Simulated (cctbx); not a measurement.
# What is wrong with this refinement?

Cell a = 15.0860 Å, b = 10.7110 Å, c = 8.6360 Å, α = 90.00°, β = 90.00°, γ = 90.00°; space group Pnma (no. 62). The compound is K4Te2PtSe2.

The data are simulated with cctbx, not measured: Ag Kα, λ = 0.56087 Å, to d = 0.8 Å, 80 % of the full sphere, strongest reflection 40000 counts, noise from counting, a 3 % proportional error and a noise floor of 2 counts (s.d.); no absorption.

An anisotropic refinement with weights 1/σ² prints:

```text
Rint 0.029, 1509 unique reflections to 0.80 A
cycle     R1     wR2    GooF  max shift (A)
   1  0.5587  0.8631  34.201   0.01944
   3  0.2381  0.5233  20.737   0.00006
final R1 0.2382 wR2 0.5233 GooF 20.737  parameters 48  data/parameter 31.4
atom        x        y        z      Ueq    occ   su(xyz)  su(Uiso or U11)
Te1    0.83712  0.75000  0.26082  -0.0290  1.000  0.00031  0.0013  NPD
Pt1    0.83511  0.25000  0.87454   0.0214  1.000  0.00056  0.0024
Te2    0.83411  0.75000  0.93180  -0.0025  1.000  0.00056  0.0023  NPD
Se1    0.08075  0.44619  0.63803   0.0026  1.000  0.00065  0.0026  NPD
K1     0.50000  0.00000  0.50000   0.0046  1.000  0.00000  0.0076  NPD
K2     0.26658  0.53444  0.85172   0.0002  1.000  0.00126  0.0049  NPD
K3     0.06426  0.75000  0.52270   0.0016  1.000  0.00189  0.0072  NPD
difference map: max 108.38 min -8.32 rms 4.13
Q1    0.1621  0.2500  0.7458    4  111.61  0.06 A from Te1
Q2    0.1668  0.2500  0.0785    4   38.68  0.09 A from Te2
Q3    0.0858  0.0524  0.6415    8   30.79  0.08 A from Se1
Q4    0.1617  0.7500  0.1394    4   28.25  0.13 A from Pt1
Q5    0.0668  0.7500  0.5083    4   17.14  0.13 A from K3
Q6    0.0000  0.0000  0.0000    4   13.42  0.00 A from K1
```

Q: Accept it or mend it, and why?

Mend it. The fault: elements exchanged: Pt1 is Te and Te1 is Pt. Against the right model at the same level, R1 goes from 0.0100 to 0.2382 and GooF from 0.93 to 20.74, U of Te2 shrinks from 0.0176 to -0.0025 Å², U of Te1 shrinks from 0.0122 to -0.0290 Å², U of K2 shrinks from 0.0207 to 0.0002 Å², U of Se1 shrinks from 0.0200 to 0.0026 Å², the top difference peak, 111.6 e/Å³, lies on Te1 and Te1, Te2, Se1, K1, K2 and K3 go non-positive-definite. Pt1 has 26 electrons too many and its U swells to shed them, as expected; Te1 has 26 electrons too few and its U shrinks to make up, as expected.

The compound is K4Te2PtSe2. The right model at the same level gives:

```text
Rint 0.029, 1509 unique reflections to 0.80 A
cycle     R1     wR2    GooF  max shift (A)
   1  0.0204  0.0546   2.162   0.00103
   2  0.0100  0.0234   0.926   0.00000
final R1 0.0100 wR2 0.0234 GooF 0.926  parameters 48  data/parameter 31.4
atom        x        y        z      Ueq    occ   su(xyz)  su(Uiso or U11)
Pt1    0.83720  0.75000  0.26000   0.0122  1.000  0.00001  0.0001
Te1    0.83530  0.25000  0.87330   0.0144  1.000  0.00002  0.0001
Te2    0.83400  0.75000  0.93126   0.0176  1.000  0.00002  0.0001
Se1    0.08123  0.44659  0.63821   0.0200  1.000  0.00003  0.0001
K1     0.50000  0.00000  0.50000   0.0225  1.000  0.00000  0.0003
K2     0.26665  0.53447  0.85080   0.0207  1.000  0.00006  0.0002
K3     0.06527  0.75000  0.52105   0.0198  1.000  0.00008  0.0003
difference map: max 0.33 min -0.44 rms 0.09
Q1    0.1923  0.7500  0.6578    4    0.36  2.25 A from K3
Q2    0.0907  0.1977  0.2704    8    0.33  2.15 A from Te2
Q3    0.1689  0.6668  0.6084    8    0.32  1.95 A from K3
Q4    0.1403  0.6109  0.9604    8    0.32  2.10 A from Te1
Q5    0.0780  0.6981  0.6572    8    0.32  1.31 A from K3
Q6    0.1146  0.0012  0.1881    8    0.32  2.30 A from K2
```

The model is made up (kin elements in a known structure type, no relaxation), so it says nothing on whether the phase exists.

[Middle refinement cycles are left out of these outputs.]

[Logs are printed without paths, hosts, clocks, repeated set-up lines and the standing remarks that a program may print on its own settings, such as how far it seeks lower states.]
